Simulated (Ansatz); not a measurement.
# A thicker film of PbF2 (111) from two thinner ones

In a field along its normal an insulating film takes a dipole p. Written as a length, p/(ε₀AE), it should grow by 1 − 1/ε for each ångström added.

**Method.** Ansatz 0.2.0, plane waves with PAW datasets (its set soft_2), PBE; fluorite films relaxed at a bulk in-plane lattice constant near the measured one, then held in weak fields of both signs with a dipole correction (A is the cell's area, E the outer field).

```
    run  distance between the outer atoms (Å)  p/(ε₀AE) (Å)
2 units                                 4.837         4.843
3 units                                 8.429         7.286
5 units                                15.424             ?
```

Q: Estimate the withheld value from the rows shown.

Two rows fix a line: slope = (7.286 − 4.843) / (8.429 − 4.837) = 0.6801, intercept 1.5534. That slope means ε = 1/(1 − 0.6801) = 3.13. At 15.424 it gives 0.6801 × 15.424 + 1.5534 = 12.043 Å, beyond the rows fitted. Rounding of the rows alone allows about ±0.004 Å there; two rows can't show whether the line holds.

The run itself gives 12.163 Å: a miss of +0.120 Å, or 1.0 % of the value. The length is met to within 1 %, though ε is more sensitive than the length: the two thickest films give ε = 3.30.

Caveats: This is the electronic response alone. A unit is one step of the cut along the normal (a plane, a pair of planes or a cell), and the layers relax along it, away from their bulk spacing where the functional's lattice constant differs from the one held.

[Logs are printed without paths, hosts, clocks, repeated set-up lines and the standing remarks that a program may print on its own settings, such as how far it seeks lower states.]
